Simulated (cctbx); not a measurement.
# Accept or mend?

Cell a = 9.3220 Å, b = 13.6400 Å, c = 20.0740 Å, α = 90.00°, β = 90.00°, γ = 90.00°; space group C222_1 (no. 20).

The data are simulated with cctbx, not measured: Mo Kα, λ = 0.71073 Å, to d = 0.84 Å, 70 % of the full sphere, strongest reflection 20000 counts, noise from counting, a 1.5 % proportional error and a noise floor of 15 counts (s.d.); no absorption, and some extinction, which the refinements don't model.

An anisotropic refinement with weights 1/σ² prints:

```text
Rint 0.030, 606 unique reflections to 1.30 A
cycle     R1     wR2    GooF  max shift (A)
   1  0.0228  0.0398   1.214   0.01099
   2  0.0200  0.0347   1.060   0.00000
final R1 0.0200 wR2 0.0347 GooF 1.060  parameters 59  data/parameter 10.3
atom        x        y        z      Ueq    occ   su(xyz)  su(Uiso or U11)
Tl1    0.75173  0.85256  0.91080   0.0092  1.000  0.00020  0.0009
Tl2    0.17506  0.86496  0.94821   0.0076  1.000  0.00018  0.0008
Tl3    0.60544  0.87323  0.68548   0.0113  1.000  0.00016  0.0010
Tl4    0.55470  0.61210  0.59806   0.0118  1.000  0.00020  0.0011
Tl5    0.27437  0.14010  0.75862   0.0094  1.000  0.00018  0.0011
Rb1    0.49384  0.89445  0.42507   0.0138  1.000  0.00050  0.0025
Rb2    0.50000  0.60762  0.25000   0.0067  1.000  0.00056  0.0035
difference map: max 0.85 min -0.92 rms 0.25
Q1    0.1083  0.2676  0.1463    8    0.90  2.44 A from Rb1
Q2    0.0000  0.2090  0.7500    4    0.85  2.73 A from Tl5
Q3    0.1367  0.2469  0.8461    8    0.81  2.22 A from Tl1
Q4    0.1993  0.3211  0.7006    8    0.79  1.17 A from Tl3
Q5    0.0629  0.4821  0.6988    8    0.76  1.56 A from Tl3
Q6    0.0000  0.4862  0.7500    4    0.74  2.24 A from Tl3
```

Q: Accept it or mend it, and why?

Mend it. The fault: data cut at low resolution. Against the right model at the same level, R1 goes from 0.0240 to 0.0200 and GooF from 0.97 to 1.06. The atoms are right, but there are too few data for the parameters: R1 flatters and the s.u.s grow. Data per parameter fall from 37.7 to 10.3.

The compound is Rb3Tl10. The right model at the same level gives:

```text
Rint 0.040, 2224 unique reflections to 0.84 A
cycle     R1     wR2    GooF  max shift (A)
   1  0.0290  0.0498   1.183   0.00304
   2  0.0240  0.0408   0.969   0.00000
final R1 0.0240 wR2 0.0408 GooF 0.969  parameters 59  data/parameter 37.7
atom        x        y        z      Ueq    occ   su(xyz)  su(Uiso or U11)
Tl1    0.75157  0.85261  0.91065   0.0099  1.000  0.00006  0.0002
Tl2    0.17498  0.86508  0.94811   0.0088  1.000  0.00006  0.0002
Tl3    0.60536  0.87321  0.68552   0.0125  1.000  0.00006  0.0002
Tl4    0.55455  0.61201  0.59819   0.0129  1.000  0.00006  0.0003
Tl5    0.27455  0.14005  0.75851   0.0104  1.000  0.00006  0.0003
Rb1    0.49353  0.89419  0.42478   0.0125  1.000  0.00016  0.0006
Rb2    0.50000  0.60821  0.25000   0.0082  1.000  0.00016  0.0008
Flack x: 0.02(5)
Hooft y: -0.015(38)  Bijvoet pairs: 943
difference map: max 2.07 min -1.79 rms 0.44
Q1    0.0000  0.1705  0.7500    4    2.10  2.60 A from Tl5
Q2    0.0000  0.4668  0.7500    4    1.86  2.07 A from Tl3
Q3    0.0396  0.4765  0.4605    8    1.71  1.40 A from Rb1
Q4    0.0377  0.4771  0.6899    8    1.66  1.55 A from Tl3
Q5    0.1365  0.2459  0.1439    8    1.57  2.42 A from Tl2
Q6    0.0767  0.0910  0.1311    8    1.57  1.93 A from Tl2
```

The model is made up (kin elements in a known structure type, no relaxation), so it says nothing on whether the phase exists.

[Middle refinement cycles are left out of these outputs.]

[Logs are printed without paths, hosts, clocks, repeated set-up lines and the standing remarks that a program may print on its own settings, such as how far it seeks lower states.]
